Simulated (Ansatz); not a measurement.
# La on Zr(0001): change of the work function, part 2 of 3

Aim: the work function of Zr(0001) at several coverages of La (fcc site), and the dipole that each adsorbate carries.

Ansatz 0.2.0; plane-wave DFT, PBE, Ansatz PAW.

So far, work function, upper face (eV): step 2 (the clean slab) 4.17.

## 3. The covered slab, k-mesh 4×4×1, coverage 0.111 ML

System of this step: La/Zr(0001). The cell holds 37 atoms: 36 Zr and 1 La. Cell: a = 9.690 Å, b = 9.690 Å, c = 29.149 Å, α = 90.0°, β = 90.0°, γ = 60.0°. Vacuum lies along c.

The clean slab as it ended is repeated in the plane and the adsorbate is set on one face; the cell's size fixes the coverage, and the k-mesh shrinks with it to keep the sampling density about even. Adsorbate and upper layers relax, since the dipole depends on the height.

The input, input.yaml:

```yaml
crystal:
  lattice:
    - [9.69, 0.0, 0.0]
    - [4.845, 8.3917861626, 0.0]
    - [0.0, 0.0, 29.1492129205]
  atoms:
    - { symbol: Zr, position: [0.2222222222, 0.2222222222, 0.3087561926] }
    - { symbol: Zr, position: [0.0, 0.0, 0.3970156941] }
    - { symbol: Zr, position: [0.2222222222, 0.2222222222, 0.4886910337] }
    - { symbol: Zr, position: [0.0, 0.0, 0.5723864419] }
    - { symbol: Zr, position: [0.2222222222, 0.5555555556, 0.3087561926] }
    - { symbol: Zr, position: [0.0, 0.3333333333, 0.3970156941] }
    - { symbol: Zr, position: [0.2222222222, 0.5555555556, 0.4886910337] }
    - { symbol: Zr, position: [0.0, 0.3333333333, 0.5723864419] }
    - { symbol: Zr, position: [0.2222222222, 0.8888888889, 0.3087561926] }
    - { symbol: Zr, position: [0.0, 0.6666666667, 0.3970156941] }
    - { symbol: Zr, position: [0.2222222222, 0.8888888889, 0.4886910337] }
    - { symbol: Zr, position: [0.0, 0.6666666667, 0.5723864419] }
    - { symbol: Zr, position: [0.5555555556, 0.2222222222, 0.3087561926] }
    - { symbol: Zr, position: [0.3333333333, 0.0, 0.3970156941] }
    - { symbol: Zr, position: [0.5555555556, 0.2222222222, 0.4886910337] }
    - { symbol: Zr, position: [0.3333333333, 0.0, 0.5723864419] }
    - { symbol: Zr, position: [0.5555555556, 0.5555555556, 0.3087561926] }
    - { symbol: Zr, position: [0.3333333333, 0.3333333333, 0.3970156941] }
    - { symbol: Zr, position: [0.5555555556, 0.5555555556, 0.4886910337] }
    - { symbol: Zr, position: [0.3333333333, 0.3333333333, 0.5723864419] }
    - { symbol: Zr, position: [0.5555555556, 0.8888888889, 0.3087561926] }
    - { symbol: Zr, position: [0.3333333333, 0.6666666667, 0.3970156941] }
    - { symbol: Zr, position: [0.5555555556, 0.8888888889, 0.4886910337] }
    - { symbol: Zr, position: [0.3333333333, 0.6666666667, 0.5723864419] }
    - { symbol: Zr, position: [0.8888888889, 0.2222222222, 0.3087561926] }
    - { symbol: Zr, position: [0.6666666667, 0.0, 0.3970156941] }
    - { symbol: Zr, position: [0.8888888889, 0.2222222222, 0.4886910337] }
    - { symbol: Zr, position: [0.6666666667, 0.0, 0.5723864419] }
    - { symbol: Zr, position: [0.8888888889, 0.5555555556, 0.3087561926] }
    - { symbol: Zr, position: [0.6666666667, 0.3333333333, 0.3970156941] }
    - { symbol: Zr, position: [0.8888888889, 0.5555555556, 0.4886910337] }
    - { symbol: Zr, position: [0.6666666667, 0.3333333333, 0.5723864419] }
    - { symbol: Zr, position: [0.8888888889, 0.8888888889, 0.3087561926] }
    - { symbol: Zr, position: [0.6666666667, 0.6666666667, 0.3970156941] }
    - { symbol: Zr, position: [0.8888888889, 0.8888888889, 0.4886910337] }
    - { symbol: Zr, position: [0.6666666667, 0.6666666667, 0.5723864419] }
    - { symbol: La, position: [0.1111111111, 0.1111111111, 0.6912438074] }
kpoints:
  mp_grid: { grid: [4, 4, 1] }
hamiltonian:
  xc: pbe
scf:
  occupations: { method: fermi_dirac, width: 0.1 }
  convergence: { dr2_threshold: 1.0e-08 }
efield:
  axis: 3
  dipole_correction: true
  ramp_position: 0.97
  ramp_width: 0.06
relax:
  f_tol: 0.02
  max_steps: 60
  constraints:
    - { sites: [0, 1, 4, 5, 8, 9, 12, 13, 16, 17, 20, 21, 24, 25, 28, 29, 32, 33] }
output:
  write_potential: true
  write_density: true
  volumetric_format: npy
```

Run with:

```bash
ansatz run input.yaml --threads 4 --pin off --max-ram 16384MiB --backend cpu --events-out ev --progress --plain --runs-dir out
```

Numbers of over 12 decimals in the logs are rounded to 6 here.

What it wrote:

```text
[...]
Crystal: 37 atoms, lattice volume = 2370.309 Å³
Basis set: ecut = 420 eV, 46333 PW (Γ), exchange–correlation on 144×144×400 points (8 copies of the dense FFT grid, shifted against one another)
Bands: 266, of which v1, the nominal top of the filled ones, is band 222 counted from 1 (221 counted from 0)
Symmetry: 6 space group operations
[...]
k-points: 4 of 16 (time reversal used)
[...]
SCF iter   1: F=—  HF=-156851.480610 eV  |F-HF|=—  |Δ(HF+E_count)|=         —  Δρ=4.66e-3  dr2=5.69e0  ethr=1.77e-3  p=0.773 e·Å  D=5.90e-2 V/Å  ΔV_dip=-1.72 eV  dr2_dipole=2.91e0  V_vac-E_F(+/−)=2.42/4.14 eV  ⟨swp⟩=10.0  Hψ=5253  notcnv=0
[...]
SCF iter  11: F=-156851.334837 eV  HF=-156851.334837 eV  |F-HF|=5.24e-10  |Δ(HF+E_count)|=   5.69e-8  Δρ=3.29e-7  dr2=7.61e-9  ethr=2.26e-12  p=0.723 e·Å  D=5.52e-2 V/Å  ΔV_dip=-1.61 eV  dr2_dipole=3.94e-10  V_vac-E_F(+/−)=2.57/4.18 eV  ⟨swp⟩=12.8  Hψ=10930  notcnv=0
SCF 1 converged in 11 iterations: F = -156851.334837 eV  dr2 = 7.61e-9
[...]
relax step   1: F+E_penalty+E_count = -156851.33483703 eV  Δ(F+E_penalty+E_count) = +0.000e0 eV  max|allowed force component| = 2.034e0 eV/Å  Δτ_max = 0.0000 Å  (11 SCF iters, accepted)
[...]
SCF iter   1: F=—  HF=-156851.898636 eV  |F-HF|=—  |Δ(HF+E_count)|=         —  Δρ=2.42e-3  dr2=1.20e0  ethr=2.29e-4  p=0.723 e·Å  D=5.52e-2 V/Å  ΔV_dip=-1.61 eV  dr2_dipole=2.03e-1  V_vac-E_F(+/−)=2.58/4.19 eV  ⟨swp⟩=1.2  Hψ=2956  notcnv=0
[...]
eigensolver tolerance schedule calibrated: the retry pair's looser diagonalisation under-reported the residual by θ = 0.15 (0.14/decade); ethr = c·dr2/N_el runs at the constant in force after the calibration composes with the one it found (an armed cap, an earlier calibration), c = 5.5e-2
[...]
SCF iter   2: F=—  HF=-156851.849270 eV  |F-HF|=—  |Δ(HF+E_count)|=   4.94e-2  Δρ=4.74e-3  dr2=8.31e-1  ethr=1.48e-4  p=0.706 e·Å  D=5.39e-2 V/Å  ΔV_dip=-1.57 eV  dr2_dipole=7.03e-2  V_vac-E_F(+/−)=2.62/4.19 eV  ⟨swp⟩=2.5  Hψ=1977  notcnv=0
[...]
SCF iter  12: F=-156851.813732 eV  HF=-156851.813732 eV  |F-HF|=1.22e-9  |Δ(HF+E_count)|=   1.95e-8  Δρ=1.99e-7  dr2=1.94e-9  ethr=1.23e-12  p=0.693 e·Å  D=5.29e-2 V/Å  ΔV_dip=-1.54 eV  dr2_dipole=5.72e-11  V_vac-E_F(+/−)=2.64/4.19 eV  ⟨swp⟩=16.5  Hψ=10010  notcnv=0
SCF 2 converged in 12 iterations: F = -156851.813732 eV  dr2 = 1.94e-9
[...]
relax step   2: F+E_penalty+E_count = -156851.81373177 eV  Δ(F+E_penalty+E_count) = -4.789e-1 eV  max|allowed force component| = 1.907e0 eV/Å  Δτ_max = 0.1948 Å  (12 SCF iters, accepted)
SCF iter   1: F=—  HF=-156852.260556 eV  |F-HF|=—  |Δ(HF+E_count)|=         —  Δρ=2.32e-3  dr2=1.79e0  ethr=2.13e-3  p=0.693 e·Å  D=5.29e-2 V/Å  ΔV_dip=-1.54 eV  dr2_dipole=5.17e-1  V_vac-E_F(+/−)=2.65/4.20 eV  ⟨swp⟩=3.5  Hψ=1720  notcnv=0
[...]
SCF iter  11: F=-156852.187469 eV  HF=-156852.187469 eV  |F-HF|=3.29e-9  |Δ(HF+E_count)|=   2.78e-8  Δρ=2.36e-7  dr2=5.89e-9  ethr=2.26e-12  p=0.641 e·Å  D=4.90e-2 V/Å  ΔV_dip=-1.43 eV  dr2_dipole=1.42e-9  V_vac-E_F(+/−)=2.76/4.19 eV  ⟨swp⟩=18.2  Hψ=9845  notcnv=0
SCF 3 converged in 11 iterations: F = -156852.187469 eV  dr2 = 5.89e-9
relax step   3: F+E_penalty+E_count = -156852.18746883 eV  Δ(F+E_penalty+E_count) = -3.737e-1 eV  max|allowed force component| = 1.521e0 eV/Å  Δτ_max = 0.1941 Å  (11 SCF iters, accepted)
[...]
relax step   4: F+E_penalty+E_count = -156852.45560421 eV  Δ(F+E_penalty+E_count) = -2.681e-1 eV  max|allowed force component| = 9.204e-1 eV/Å  Δτ_max = 0.1968 Å  (10 SCF iters, accepted)
[...]
relax step   5: F+E_penalty+E_count = -156852.62046020 eV  Δ(F+E_penalty+E_count) = -1.649e-1 eV  max|allowed force component| = 5.641e-1 eV/Å  Δτ_max = 0.2000 Å  (10 SCF iters, accepted)
[...]
relax step   6: F+E_penalty+E_count = -156852.66188357 eV  Δ(F+E_penalty+E_count) = -4.142e-2 eV  max|allowed force component| = 2.671e-1 eV/Å  Δτ_max = 0.1898 Å  (10 SCF iters, accepted)
SCF iter   1: F=—  HF=-156852.683388 eV  |F-HF|=—  |Δ(HF+E_count)|=         —  Δρ=9.52e-4  dr2=4.80e-1  ethr=3.82e-4  p=0.497 e·Å  D=3.79e-2 V/Å  ΔV_dip=-1.11 eV  dr2_dipole=1.54e-1  V_vac-E_F(+/−)=3.08/4.18 eV  ⟨swp⟩=3.0  Hψ=1596  notcnv=0
[...]
SCF iter   9: F=-156852.669675 eV  HF=-156852.669675 eV  |F-HF|=2.07e-9  |Δ(HF+E_count)|=   1.64e-8  Δρ=1.57e-7  dr2=1.49e-9  ethr=2.26e-12  p=0.515 e·Å  D=3.93e-2 V/Å  ΔV_dip=-1.15 eV  dr2_dipole=2.18e-11  V_vac-E_F(+/−)=3.04/4.19 eV  ⟨swp⟩=11.2  Hψ=8312  notcnv=0
SCF 7 converged in 9 iterations: F = -156852.669675 eV  dr2 = 1.49e-9
relax step   7: F+E_penalty+E_count = -156852.66967538 eV  Δ(F+E_penalty+E_count) = -7.792e-3 eV  max|allowed force component| = 1.818e-2 eV/Å  Δτ_max = 0.0401 Å  (9 SCF iters, accepted)
NSCF: frozen V_eff on 4 k-points
[...]
SCF converged after 9 iterations
Free energy (F): -156852.669675 eV
[...]
Internal energy: -156850.692052 eV  (E = F + TS)
E sigma→0 (E₀):  -156851.680864 eV
Entropy (-TS):   -1.977623 eV (-53.449 meV/atom)
Fermi energy:    2.936281 eV
Dipole field:    D = 0.039323 V/Å  (p = 0.515093 e·Å, saw-weighted, corrected)
Work function:   Φ+ = 3.0425 eV   Φ− = 4.1888 eV
[...]
--- Forces (eV/Å), atoms counted from 1 ---
  atom   1  Zr    -0.02064650    -0.01192026     0.40847114
  atom   2  Zr    -0.02399571    -0.01385393    -0.55625111
  atom   3  Zr     0.00199416     0.00115133    -0.00404312
  atom   4  Zr     0.00577795     0.00333590     0.01594342
  atom   5  Zr    -0.01156204     0.00667535     0.47147948
  atom   6  Zr    -0.00000000     0.02770786    -0.55625111
  atom   7  Zr    -0.00024169     0.00013954     0.01614131
  atom   8  Zr     0.00000000    -0.00667180     0.01594342
  atom   9  Zr     0.00000000     0.02384052     0.40847114
  atom  10  Zr     0.04381723    -0.02529789    -0.36101019
  atom  11  Zr    -0.00000000    -0.00230266    -0.00404312
  atom  12  Zr    -0.00514406     0.00296992    -0.00581285
  atom  13  Zr     0.00000000    -0.01335069     0.47147948
  atom  14  Zr     0.02399571    -0.01385393    -0.55625111
  atom  15  Zr     0.00000000    -0.00027908     0.01614131
  atom  16  Zr    -0.00577795     0.00333590     0.01594342
  atom  17  Zr     0.01156204     0.00667535     0.47147948
  atom  18  Zr     0.06954026     0.04014909    -0.40819184
  atom  19  Zr     0.00024169     0.00013954     0.01614131
  atom  20  Zr    -0.01147881    -0.00662730    -0.01817977
  atom  21  Zr    -0.00769908     0.00444506     0.43787604
  atom  22  Zr    -0.00000000    -0.08029818    -0.40819184
  atom  23  Zr     0.00459864    -0.00265502     0.00631472
  atom  24  Zr     0.00000000     0.01325459    -0.01817977
  atom  25  Zr     0.02064650    -0.01192026     0.40847114
  atom  26  Zr    -0.00000000     0.05059577    -0.36101019
  atom  27  Zr    -0.00199416     0.00115133    -0.00404312
  atom  28  Zr    -0.00000000    -0.00593985    -0.00581285
  atom  29  Zr     0.00000000    -0.00889013     0.43787604
  atom  30  Zr    -0.06954026     0.04014909    -0.40819184
  atom  31  Zr     0.00000000     0.00531005     0.00631472
  atom  32  Zr     0.01147881    -0.00662730    -0.01817977
  atom  33  Zr     0.00769908     0.00444506     0.43787604
  atom  34  Zr    -0.04381723    -0.02529789    -0.36101019
  atom  35  Zr    -0.00459864    -0.00265502     0.00631472
  atom  36  Zr     0.00514406     0.00296992    -0.00581285
  atom  37  La    -0.00000000     0.00000000    -0.00822783
  max |Σ_I F_I| component: 1.62e-5 eV/Å
--- Band table (eV) ---
  k-point 0: bands = [... 218 lower, 3.0364, 3.0364, 3.0378, 3.0639, 3.0639, 3.0685, 3.0699, 3.0699, ... 40 higher]
  k-point 1: bands = [... 218 lower, 2.8337, 2.8564, 2.8740, 2.9112, 2.9585, 3.0413, 3.0484, 3.1222, ... 40 higher]
  k-point 2: bands = [... 218 lower, 2.8267, 2.8669, 2.9280, 2.9476, 2.9683, 2.9716, 3.0216, 3.0599, ... 40 higher]
  k-point 3: bands = [... 218 lower, 2.8235, 2.8519, 2.8714, 2.9105, 2.9185, 2.9356, 2.9722, 3.1035, ... 40 higher]
--- Relaxed structure (7 steps of the walk, 7 accepted, 0 SCFs on fresh bases) ---
  F+E_penalty+E_count = -156852.66967538 eV   max|allowed force component| = 1.818e-2 eV/Å
  atoms:
    - { symbol: Zr, position: [0.222222, 0.222222, 0.308756] }
    - { symbol: Zr, position: [1.1111101403313757e-11, 1.1111101403313758e-11, 0.397016] }
    - { symbol: Zr, position: [0.224300, 0.224300, 0.485680] }
    - { symbol: Zr, position: [0.00222386, 0.00222386, 0.568321] }
    - { symbol: Zr, position: [0.222222, 0.555556, 0.308756] }
    - { symbol: Zr, position: [1.1111084274872951e-11, 0.333333, 0.397016] }
    - { symbol: Zr, position: [0.221311, 0.556011, 0.491522] }
    - { symbol: Zr, position: [0.00222386, 0.328886, 0.568321] }
    - { symbol: Zr, position: [0.222222, 0.888889, 0.308756] }
    - { symbol: Zr, position: [-2.2222279572048365e-11, 0.666667, 0.397016] }
    - { symbol: Zr, position: [0.224300, 0.884734, 0.485680] }
    - { symbol: Zr, position: [-0.00136707, 0.667350, 0.575478] }
    - { symbol: Zr, position: [0.555556, 0.222222, 0.308756] }
    - { symbol: Zr, position: [0.333333, 1.1111101403313758e-11, 0.397016] }
    - { symbol: Zr, position: [0.556011, 0.221311, 0.491522] }
    - { symbol: Zr, position: [0.328886, 0.00222386, 0.568321] }
    - { symbol: Zr, position: [0.555556, 0.555556, 0.308756] }
    - { symbol: Zr, position: [0.333333, 0.333333, 0.397016] }
    - { symbol: Zr, position: [0.556011, 0.556011, 0.491522] }
    - { symbol: Zr, position: [0.327406, 0.327406, 0.576155] }
    - { symbol: Zr, position: [0.555556, 0.888889, 0.308756] }
    - { symbol: Zr, position: [0.333333, 0.666667, 0.397016] }
    - { symbol: Zr, position: [0.560937, 0.886198, 0.487913] }
    - { symbol: Zr, position: [0.327406, 0.678522, 0.576155] }
    - { symbol: Zr, position: [0.888889, 0.222222, 0.308756] }
    - { symbol: Zr, position: [0.666667, -2.2222234688031943e-11, 0.397016] }
    - { symbol: Zr, position: [0.884734, 0.224300, 0.485680] }
    - { symbol: Zr, position: [0.667350, -0.00136707, 0.575478] }
    - { symbol: Zr, position: [0.888889, 0.555556, 0.308756] }
    - { symbol: Zr, position: [0.666667, 0.333333, 0.397016] }
    - { symbol: Zr, position: [0.886198, 0.560937, 0.487913] }
    - { symbol: Zr, position: [0.678522, 0.327406, 0.576155] }
    - { symbol: Zr, position: [0.888889, 0.888889, 0.308756] }
    - { symbol: Zr, position: [0.666667, 0.666667, 0.397016] }
    - { symbol: Zr, position: [0.886198, 0.886198, 0.487913] }
    - { symbol: Zr, position: [0.667350, 0.667350, 0.575478] }
    - { symbol: La, position: [0.111111, 0.111111, 0.659153] }
```

Elapsed: 19 min, on 4 threads of Arm Neoverse V1, shared host; peak memory 10 GiB; 55 min of CPU time.

Step by step:

```
step  energy less that of the first step (eV)  largest force component (eV/Å)
   1                                   0.0000                          2.0337
   2                                  -0.4789                          1.9069
   3                                  -0.8526                          1.5206
   4                                  -1.1208                          0.9204
   5                                  -1.2856                          0.5641
   6                                  -1.3270                          0.2671
   7                                  -1.3348                          0.0182
```

The run keeps the 6 symmetry operations that it works with, so distortions that break them were not tested.

The atoms that moved most (Å):

```
atom      dx      dy      dz  length
La37   0.000   0.000  -0.935   0.935
Zr20  -0.086  -0.050   0.110   0.148
Zr24   0.000   0.099   0.110   0.148
Zr32   0.086  -0.050   0.110   0.148
Zr16  -0.032   0.019  -0.118   0.124
 Zr8   0.000  -0.037  -0.118   0.124
 Zr4   0.032   0.019  -0.118   0.124
Zr27  -0.030   0.017  -0.088   0.094
```

Final coordinates:

```xyz
37
Lattice="9.6900 0.0000 0.0000 4.8450 8.3918 0.0000 0.0000 0.0000 29.1492" Properties=species:S:1:pos:R:3
Zr    3.2300    1.8648    9.0000
Zr    0.0000    0.0000   11.5727
Zr    3.2602    1.8823   14.1572
Zr    0.0323    0.0187   16.5661
Zr    4.8450    4.6621    9.0000
Zr    1.6150    2.7973   11.5727
Zr    4.8384    4.6659   14.3275
Zr    1.6150    2.7599   16.5661
Zr    6.4600    7.4594    9.0000
Zr    3.2300    5.5945   11.5727
Zr    6.4600    7.4245   14.1572
Zr    3.2201    5.6003   16.7747
Zr    6.4600    1.8648    9.0000
Zr    3.2300    0.0000   11.5727
Zr    6.4600    1.8572   14.3275
Zr    3.1977    0.0187   16.5661
Zr    8.0750    4.6621    9.0000
Zr    4.8450    2.7973   11.5727
Zr    8.0816    4.6659   14.3275
Zr    4.7588    2.7475   16.7945
Zr    9.6900    7.4594    9.0000
Zr    6.4600    5.5945   11.5727
Zr    9.7291    7.4368   14.2223
Zr    6.4600    5.6940   16.7945
Zr    9.6900    1.8648    9.0000
Zr    6.4600    0.0000   11.5727
Zr    9.6598    1.8823   14.1572
Zr    6.4600   -0.0115   16.7747
Zr   11.3050    4.6621    9.0000
Zr    8.0750    2.7973   11.5727
Zr   11.3050    4.7073   14.2223
Zr    8.1612    2.7475   16.7945
Zr   12.9200    7.4594    9.0000
Zr    9.6900    5.5945   11.5727
Zr   12.8809    7.4368   14.2223
Zr    9.6999    5.6003   16.7747
La    1.6150    0.9324   19.2138
```

This step gave:

* energy at zero smearing: -156851.6809 eV
* work function, upper face: 3.043 eV
* work function, lower face: 4.189 eV
* dipole along the normal: 0.5151 e·Å
* step between the vacuum levels: -1.146 eV

Running mean over 2.573 Å of the planar mean; the ramp of the sawtooth is left out. Electron's electrostatic potential energy less the Fermi level against z:

```
z (Å)  electron's electrostatic potential energy less the Fermi level (eV)
    4                                                                 4.19
    5                                                                 4.16
    6                                                                 3.93
    7                                                                 2.15
    8                                                                -5.13
    9                                                                -8.44
   10                                                                -8.32
   11                                                                -8.29
   12                                                                -8.18
   13                                                                -7.67
   14                                                                -8.25
   15                                                                -8.84
   16                                                                -8.78
   17                                                                -8.14
   18                                                                -3.56
   19                                                                 1.18
   20                                                                 1.94
   21                                                                 2.66
   22                                                                 2.99
   23                                                                 3.03
   24                                                                 3.04
   25                                                                 3.04
```

The relaxation took 7 steps and lowered the energy by 1.3 eV; the largest force on the free atoms ends at 0.018 eV/Å.

The covered face has 3.04 eV, -1.12 eV against the clean one; the bare back face has moved by +0.01 eV, a measure of how thin the slab is.

[end of part 2 of 3]

[Logs are printed without paths, hosts, clocks, repeated set-up lines and the standing remarks that a program may print on its own settings, such as how far it seeks lower states.]

[Hosts, paths, dates, database ids (printed as entryN), source tags and the programs' standing remarks are cut or masked in the printed files.]

[Maps of the electrostatic potential energy from Ansatz leave out the sawtooth potential of an applied field or a dipole correction, so their vacuum need not be flat; planar profiles and work functions include it.]
